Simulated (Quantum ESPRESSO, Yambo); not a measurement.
# WS2 (Tungstenite): Bethe-Salpeter spectra with Yambo, part 4 of 4

How far does the k mesh set the exciton binding of WS2 (Tungstenite)?

Quantum ESPRESSO 7.5 and Yambo 5.3.0; PBE and many-body steps on it, plane waves. Known limits of the many-body steps: not at the basis limit; no spin-orbit coupling in some runs; coarse k mesh; bindings not settled in the k mesh.

So far. Step 10 (k mesh (6×6×2)): The lowest state lies at 2.067 eV, 0.328 eV under the direct gap. Step 11 (Empty states on the mesh, 9×9×2 mesh, 100 bands): On this mesh the gap is 1.040 eV.

## 13. k mesh (9×9×2)

This step: Bethe-Salpeter equation on PBE with a scissors shift with spin-orbit coupling, plane waves, norm-conserving pseudopotentials.

File bse7.in:

```
optics
bss
bse
em1s
dipoles
rim_cut
RandQpts= 1000000
RandGvec= 1 RL
Chimod= "HARTREE"
BSKmod= "SEX"
BSEmod= "resonant"
BSSmod= "d"
BSENGexx= 20 Ry
BSENGBlk= 4 Ry
% BSEQptR
 1 | 1 |
%
% BSEBands
 49 | 56 |
%
% BEnRange
 0 | 5 | eV
%
% BDmRange
 0.1 | 0.1 | eV
%
BEnSteps= 101
% BLongDir
 1 | 0 | 0 |
%
% BndsRnXs
 17 | 100 |
%
NGsBlkXs= 4 Ry
% LongDrXs
 1 | 1 | 1 |
%
% KfnQP_E
 0.746 | 1.0 | 1.0 |
%
WRbsWF
FFTGvecs= 30 Ry
```

The run is started by

```sh
OMP_NUM_THREADS=4 mpirun -n 4 yambo -F bse7.in -J bse7 -C bse7 > bse7.log
```

Log:

```text
 Yambo, version 5.3.0

 [02] CORE Variables Setup
 =========================

  [... cell, symmetries and grids as in the set-up ...]

  [02.05] Energies & Occupations
  ==============================

  [X] === General ===
  [X] Electronic Temperature                        :  0.000000  0.000000 [eV K]
  [X] Bosonic    Temperature                        :  0.000000  0.000000 [eV K]
  [X] Finite Temperature mode                       : no
  [X] El. density                                   :  0.49006E+24 [cm-3]
  [X] Fermi Level                                   :  11.79312 [eV]

  [X] === Gaps and Widths ===
  [X] Conduction Band Min                           :  1.039625 [eV]
  [X] Valence Band Max                              :  0.000000 [eV]
  [X] Filled Bands                                  :   52
  [X] Empty Bands                                   :   53  100
  [X] Direct Gap                                    :  1.648999 [eV]
  [X] Direct Gap localized at k                     :  23
  [X] Indirect Gap                                  :  1.039625 [eV]
  [X] Indirect Gap between kpts                     :   1  13
  [X] Last valence band width                       :  1.805929 [eV]
  [X] 1st conduction band width                     :  1.175138 [eV]

 [03] Transferred momenta grid and indexing
 ==========================================

 [BZ sampling] Q-grid is User defined and/or read from the database

 IBZ Q-points                                      :  24
 BZ  Q-points                                      :  162

 K/Q-points units:
 rlu = crystal or reduced units; cc = cartesian coordinates; iku = interal k-units

 Q [ 1]         [rlu]:  0.000000  0.000000  0.000000
 Q [ 2]         [rlu]:  0.000000  0.000000 -0.500000
[...]
X matrix size                                    :   93
  X band range                                     :   17  100
  X e/h energy range                               : -1.000000 -1.000000 [eV]
  X Time ordering                                  : T
  X Hxc Kernel                                     : HARTREE
  X Drude frequency                                :  0.000000  0.000000
  X poles                                          :  100.0000 [o/o]
  RL vectors in the sum                            :  2009
  [r,Vnl] included                                 : yes
  Field direction                                  :  0.577350E-5  0.577350E-5  0.577350E-5
  BZ energy Double Grid                            : no
  BZ energy DbGd points                            : 0
  BZ Q point size factor                           : -1.000000
  X Optical Averaged directions                    : none

 [08] Bethe Salpeter Equation driver
 ===================================

  [08.01] Bethe Salpeter Equation @q1
  ===================================

   [08.01.01] Transition pre-analysis @q1
   ======================================

   [08.01.02] Transition Groups build-up @q1
   =========================================

   [BSK] Transition groups (total):   48
   [BSK] Size (resonant):  2592
   [BSK]         (total):  2592
   [BSK] N. of matrices :  1

   [08.01.03] Loading Dipoles @q1
   ==============================

   [08.01.04] Independent Particles properties @q1
   ===============================================

   ==========================================================

   [BSE] Exchange components :  1107
   [BSE] Correlation components :    93   811

    [08.01.05.01] Screened interaction header I/O
    =============================================

    [08.01.05.02] Main kernel loop
    ==============================

    [08.01.05.03] Wave-Function Phases
    ==================================

    [BSE] WF phases found       :  56.94444 [o/o]

   [08.01.06] BSE solver(s) @q1
   ============================

   [08.01.07] Diago Solver @q1
   ===========================

 [11] Game Over & Game summary
```

It took 1.7 min on 4 MPI ranks of Arm Neoverse V2, shared host; peak memory 1.9 GiB.

Numbers from this step:

- transitions in the window: 2592
- direct gap of the transition levels: 2.395 eV
- lowest state: 2.193 eV
- first strong exciton (over a fiftieth of the strongest listed): 2.248 eV
- binding of the lowest state below the direct gap: 0.2024 eV
- Coulomb term of one mesh cell: 0.1425 eV

The binding is 1.4 times the screened Coulomb term of one mesh cell (0.14 eV), so it is not shown settled.

The lowest state lies at 2.193 eV, 0.202 eV under the direct gap.

The ε₂ has structure finer than the step of the table below, so its rows give means over 0.2 eV, whole bins alone (the curve runs from 0 to 5 eV). Peaks (eV: height): BSE 2.25: 7.52, 3.00: 17.4, 3.35: 20.3; no electron-hole interaction 2.45: 6.69, 3.45: 19.4.

Field along x; broadening 0.1 eV; transition window only. Limits: finite bands, cutoff and mesh; exciton not shown settled in the k mesh. Table of ε₂ by photon energy; means over each step:

```
photon energy (eV)     BSE  no electron-hole interaction
               0.2  0.0874                        0.0726
               0.4   0.102                        0.0831
               0.6   0.120                        0.0962
               0.8   0.143                         0.113
               1.0   0.176                         0.135
               1.2   0.222                         0.164
               1.4   0.294                         0.206
               1.6   0.416                         0.271
               1.8   0.676                         0.380
               2.0    1.55                         0.610
               2.2    5.54                          1.37
               2.4    4.16                          4.92
               2.6    5.51                          3.90
               2.8    8.34                          4.74
               3.0    15.7                          6.05
               3.2    16.1                          11.8
               3.4    17.0                          17.9
               3.6    9.51                          16.7
               3.8    10.2                          11.5
               4.0    8.59                          10.5
               4.2    5.41                          9.88
               4.4    3.11                          6.82
               4.6    1.32                          4.51
               4.8   0.609                          1.49
```

The window of bands is narrower than in the first exciton run, so this row is not like for like with it.

## 14. Spectrum in a wider window

File bse8.in:

```
optics
bss
bse
em1s
dipoles
rim_cut
RandQpts= 1000000
RandGvec= 1 RL
Chimod= "HARTREE"
BSKmod= "SEX"
BSEmod= "resonant"
BSSmod= "h"
BSENGexx= 20 Ry
BSENGBlk= 4 Ry
% BSEQptR
 1 | 1 |
%
% BSEBands
 45 | 64 |
%
% BEnRange
 0 | 7 | eV
%
% BDmRange
 0.1 | 0.1 | eV
%
BEnSteps= 141
% BLongDir
 1 | 0 | 0 |
%
% BndsRnXs
 17 | 100 |
%
NGsBlkXs= 4 Ry
% LongDrXs
 1 | 1 | 1 |
%
% KfnQP_E
 0.746 | 1.0 | 1.0 |
%
BSHayTrs= -0.02
FFTGvecs= 30 Ry
```

The run is started by

```sh
OMP_NUM_THREADS=4 mpirun -n 4 yambo -F bse8.in -J bse8,bse7_W -C bse8 > bse8.log
```

Log:

```text
 Yambo, version 5.3.0

 [02] CORE Variables Setup
 =========================

  [... cell, symmetries and grids as in the set-up ...]

  [02.05] Energies & Occupations
  ==============================

  [X] === General ===
  [X] Electronic Temperature                        :  0.000000  0.000000 [eV K]
  [X] Bosonic    Temperature                        :  0.000000  0.000000 [eV K]
  [X] Finite Temperature mode                       : no
  [X] El. density                                   :  0.49006E+24 [cm-3]
[...]
[08.01.06] BSE solver(s) @q1
   ============================

   [08.01.07] Haydock Solver in the optics basis @q1 using the hermitian scheme
   ============================================================================

   Accuracy (requested)      : -0.020000 [o/o]

   [WARNING] [EPS_extend] Possible inaccuracy in the EPS prolungation

   [WARNING] [EPS_extend] Possible inaccuracy in the EPS prolungation

   [WARNING] [EPS_extend] Possible inaccuracy in the EPS prolungation

   [WARNING] [EPS_extend] Possible inaccuracy in the EPS prolungation

   [WARNING] [EPS_extend] Possible inaccuracy in the EPS prolungation
   Iterations                :   58

 [11] Game Over & Game summary
```

The job ended after 1.9 min (4 MPI ranks; peak memory 4 GiB).

Numbers from this step:

* transitions in the window: 15552
* direct gap of the transition levels: 2.395 eV

## 15. The runs together

Times are wall times on 4 MPI ranks of Arm Neoverse V2, shared host, good to a factor of about two.

```
                       run   mesh  transitions  broadening (eV)  direct gap (eV)  lowest state (eV)  binding (eV)  mesh cell's term (eV)  tallest peak (eV)  height     time
                  excitons  3×3×1          360              0.1            2.395              1.782         0.613                  0.279               2.25    46.1    4.1 s
            k mesh (6×6×2)  6×6×2         2304              0.1            2.395              2.067         0.328                  0.179               3.20    18.6     50 s
            k mesh (9×9×2)  9×9×2         2592              0.1            2.395              2.193         0.202                  0.143               3.35    20.3  1.7 min
spectrum in a wider window  9×9×2        15552              0.1            2.395                  -             -                      -               3.35    25.9  1.9 min
```

## 16. Outcome

| Quantity | Value |
| --- | --- |
| excitons | lowest state 1.782 eV |
| k mesh (6×6×2) | lowest state 2.067 eV (not settled in the k mesh) |
| k mesh (9×9×2) | lowest state 2.193 eV (not settled in the k mesh) |
| spectrum in a wider window | tallest peak 3.4 eV |

What this shows: On the 3×3×1 mesh the lowest exciton lies at 1.782 eV, 0.613 eV below the direct gap; one cell of the mesh carries a screened Coulomb term of 0.28 eV by a cubic estimate, rough for this lattice, so this binding is not shown settled. That state is dark or weak; the first strong one lies at 1.882 eV. Bindings below are those of the lowest state. k mesh (6×6×2), against «excitons (3×3×1)»: the lowest state moves by +0.285 eV (keys changed: BSEBands, the mesh and the band window). k mesh (9×9×2), against «k mesh (6×6×2)»: the lowest state moves by +0.126 eV (keys changed: BSEBands, the mesh and the band window). Spectrum in a wider window, against «k mesh (9×9×2)»: the tallest peak stays (keys changed: BSEBands, BSSmod, BEnSteps, BEnRange, BSHayTrs and the band window). Lines within a few meV of each other can be one level split by numerical noise, or distinct levels. Screening is static and electronic alone, and only transitions inside the band window count. The 3×3×1 mesh is coarse for this cell, which bears on the long-range parts of exchange and screening.

[Paths, hosts, dates, memory and timing lines, banners, echoed tables and standing remarks are left out of the program output.]

[Logs are printed without paths, hosts, clocks, repeated set-up lines and the standing remarks that a program may print on its own settings, such as how far it seeks lower states.]

[Runs of the session that timed out or met a known fault of the program may be left out.]

[Hosts, paths, dates, database ids (printed as entryN), source tags and the programs' standing remarks are cut or masked in the printed files.]
